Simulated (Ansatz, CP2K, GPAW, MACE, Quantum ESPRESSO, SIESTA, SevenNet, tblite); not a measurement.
## Atom list for Liquid K2CO3 at 1100 K (108 atoms)

The starting structure: 36 K+, 18 CO3 2- placed at random, at 1.93 g/cm³; overlaps pushed apart, then 10 ps at 1500 K with harmonic planar carbonate ions with charges +1 on C and -1 on O; Joung-Cheatham ions (J. Phys. Chem. B 112, 9020 (2008)); charges of ions scaled by 0.8. Snapshot after 20 ps at 1100 K and fixed volume. The starting density is a measured one. Then every atom was moved at random, 0.03 Å r.m.s. a Cartesian component.

Calculated values (Quantum ESPRESSO 7.5, Kohn-Sham DFT, PBE, SSSP efficiency 1.3.0 pseudopotentials, plane waves; sssp-1.3.0-efficiency; 60/480 Ry; levels smeared at 580 K; Γ point; density 1.93 g/cm³) for the built cell with every atom moved at random.

Cell vectors (Å):

```
12.892 0.000 0.000
0.000 12.892 0.000
0.000 0.000 12.892
```

Positions (Å):

```
1 C 3.220 5.009 8.643
2 O 2.069 4.851 9.196
3 O 4.051 4.136 8.580
4 O 3.550 6.297 8.478
5 C 11.738 7.703 12.680
6 O 11.717 8.784 0.197
7 O 10.855 7.284 11.937
8 O 12.797 6.978 0.159
9 C 10.869 2.085 2.470
10 O 11.416 3.178 2.266
11 O 9.858 1.937 1.942
12 O 11.193 1.135 3.490
13 C 10.160 1.332 8.003
14 O 8.951 1.692 8.066
15 O 10.632 0.424 8.734
16 O 10.981 2.064 7.315
17 C 12.790 0.769 11.480
18 O 0.034 2.033 11.373
19 O 11.767 0.353 11.737
20 O 0.979 0.225 11.738
21 C 3.850 12.329 8.262
22 O 3.302 11.274 8.195
23 O 5.243 12.341 8.019
24 O 3.316 0.384 8.756
25 C 3.240 12.332 3.383
26 O 2.811 0.002 2.342
27 O 2.510 11.430 3.765
28 O 4.331 12.729 3.773
29 C 8.202 4.947 11.200
30 O 7.760 6.108 10.938
31 O 9.395 4.672 11.665
32 O 7.420 3.902 10.753
33 C 2.887 4.230 12.886
34 O 3.005 3.038 0.254
35 O 2.328 5.043 0.970
36 O 3.290 4.839 11.944
37 C 7.225 12.747 12.593
38 O 7.905 11.836 12.078
39 O 6.620 0.446 11.739
40 O 7.122 0.084 0.965
41 C 2.897 3.818 5.175
42 O 2.476 2.813 5.628
43 O 4.111 4.099 5.435
44 O 2.161 4.673 4.799
45 C 6.803 4.387 3.763
46 O 7.343 5.414 3.258
47 O 7.070 3.978 4.912
48 O 6.054 3.700 3.050
49 C 8.918 10.598 3.800
50 O 8.548 9.614 3.050
51 O 8.082 11.381 4.020
52 O 10.265 10.621 3.901
53 C 7.688 9.111 8.136
54 O 6.871 9.841 7.644
55 O 8.584 9.554 8.987
56 O 7.750 7.799 7.914
57 C 3.914 8.412 4.260
58 O 4.513 8.825 3.277
59 O 4.406 8.170 5.454
60 O 2.770 8.062 4.161
61 C 4.429 9.139 12.435
62 O 4.636 10.321 12.886
63 O 3.266 8.864 12.069
64 O 5.538 8.583 11.919
65 C 0.224 9.256 9.031
66 O 12.505 10.225 8.637
67 O 1.027 8.601 8.323
68 O 12.813 8.785 10.146
69 C 11.354 5.860 5.618
70 O 11.966 6.445 4.827
71 O 10.328 6.322 6.148
72 O 11.794 4.771 5.814
73 K 7.041 1.256 3.578
74 K 0.269 0.578 1.788
75 K 5.889 2.959 12.485
76 K 5.771 5.996 6.834
77 K 9.389 3.668 6.033
78 K 5.230 6.073 11.215
79 K 2.281 9.432 1.594
80 K 7.982 8.393 11.822
81 K 4.160 5.898 2.966
82 K 9.950 7.147 9.187
83 K 1.750 6.814 6.252
84 K 0.963 6.503 2.587
85 K 5.477 10.707 5.127
86 K 11.199 8.921 6.692
87 K 5.547 11.150 10.550
88 K 1.963 6.825 10.849
89 K 12.856 4.004 7.898
90 K 3.880 0.186 12.560
91 K 5.250 2.415 6.891
92 K 6.050 10.644 1.909
93 K 12.713 2.835 4.813
94 K 12.362 4.285 12.838
95 K 7.663 12.324 9.388
96 K 1.346 10.601 5.907
97 K 10.840 10.345 10.918
98 K 4.516 8.792 8.207
99 K 9.608 12.306 1.289
100 K 0.429 12.702 9.041
101 K 9.440 12.420 6.119
102 K 10.565 2.526 10.403
103 K 11.028 7.996 3.014
104 K 0.977 10.306 11.789
105 K 6.922 7.564 4.939
106 K 3.531 2.450 2.613
107 K 9.438 4.937 1.387
108 K 2.870 2.384 10.285
```

Predict the forces.

Columns: atom, fx, fy, fz (forces in eV/Å).

```
1 -1.358 4.435 2.243
2 -2.213 -1.214 -0.483
3 3.273 -3.622 -0.976
4 0.645 0.425 -0.944
5 3.003 -7.536 -1.619
6 -0.314 12.390 4.723
7 -3.120 -2.343 -2.760
8 0.320 -1.606 0.282
9 4.045 -1.556 6.966
10 5.016 3.616 0.320
11 -10.506 -3.130 -5.600
12 0.985 1.614 -1.839
13 1.151 1.968 0.177
14 -2.576 -0.238 -0.499
15 0.568 -2.743 1.039
16 1.260 0.446 -1.052
17 7.618 6.842 1.456
18 0.112 4.794 -2.444
19 -12.897 -6.972 1.777
20 5.616 -5.022 -0.023
21 7.937 0.480 -0.575
22 -3.782 -7.570 -1.571
23 -1.481 0.550 -0.025
24 -2.846 6.484 2.432
25 -0.496 1.162 -2.537
26 -1.911 2.835 -5.079
27 -2.263 -4.817 3.850
28 4.730 0.463 3.047
29 -0.468 -3.700 -2.240
30 0.345 1.418 0.581
31 -0.598 0.291 0.263
32 1.093 1.563 1.534
33 -2.741 3.468 6.266
34 0.748 -4.873 -0.182
35 -0.023 -1.028 0.203
36 2.468 1.623 -5.759
37 0.977 -1.458 2.765
38 3.949 -4.692 0.249
39 -5.800 5.603 -4.161
40 -0.146 0.239 1.049
41 5.045 1.788 2.742
42 -3.758 -9.575 2.545
43 4.041 1.470 -0.894
44 -5.688 7.011 -4.885
45 0.714 -0.147 -0.557
46 1.244 3.192 -0.630
47 1.158 -0.739 3.808
48 -3.050 -2.555 -3.105
49 6.814 -6.820 -4.838
50 -0.899 -3.126 -0.936
51 -5.585 8.070 4.136
52 -0.515 1.198 2.266
53 3.646 -4.380 2.191
54 -3.563 3.164 -2.535
55 1.021 0.825 0.895
56 -0.714 0.352 -0.787
57 1.780 -0.900 3.613
58 3.797 1.961 -3.198
59 2.259 0.751 0.918
60 -8.338 -1.763 -1.617
61 3.207 1.769 -3.717
62 -0.489 1.838 1.847
63 -2.266 -2.119 0.138
64 -1.546 -0.849 0.943
65 1.471 -3.917 0.344
66 -3.064 6.268 -2.981
67 2.128 -1.017 -2.849
68 -0.645 -1.303 4.133
69 -4.033 -0.510 3.129
70 6.446 9.547 -9.411
71 -3.838 1.799 2.781
72 1.501 -8.951 3.767
73 -0.061 0.053 -0.441
74 0.329 -0.043 -0.161
75 0.441 -0.110 0.068
76 -0.761 -1.139 0.826
77 -0.206 0.175 0.107
78 0.308 0.079 -0.738
79 0.381 0.219 0.698
80 0.583 0.270 0.096
81 0.175 -0.586 0.125
82 -0.270 -0.437 0.457
83 0.289 -0.282 0.359
84 0.127 -0.825 0.092
85 0.003 0.498 0.721
86 -0.358 -0.199 -0.173
87 -0.484 -0.539 0.030
88 -0.571 0.200 -0.086
89 0.373 -0.315 0.269
90 -0.478 -0.068 0.621
91 -0.373 -0.269 0.221
92 0.706 0.060 0.531
93 0.541 -0.502 -0.345
94 0.382 0.067 -0.110
95 0.924 0.802 -0.729
96 0.576 0.084 0.276
97 -0.535 0.133 -0.176
98 -0.524 -0.019 -0.117
99 0.236 -0.100 0.291
100 0.166 0.079 -0.546
101 0.275 -0.016 -0.353
102 -0.801 0.021 0.362
103 -0.781 0.795 -0.326
104 0.172 0.025 0.069
105 1.179 0.539 -0.915
106 0.193 0.224 0.921
107 -0.367 -0.337 0.097
108 -0.395 0.536 -0.132
```

The network of bonds at the start is that of the classical potential that made the cell, and needn't be the one that DFT or experiment would give. Only the Γ point is sampled, in a cell whose shortest periodic width is 13 Å.

The r.m.s. force component is 3.02 eV/Å; the longest force, 14.9 eV/Å, acts on O70.

[Logs are printed without paths, hosts, clocks, repeated set-up lines and the standing remarks that a program may print on its own settings, such as how far it seeks lower states.]

[Hosts, paths, dates, database ids (printed as entryN), source tags and the programs' standing remarks are cut or masked in the printed files.]
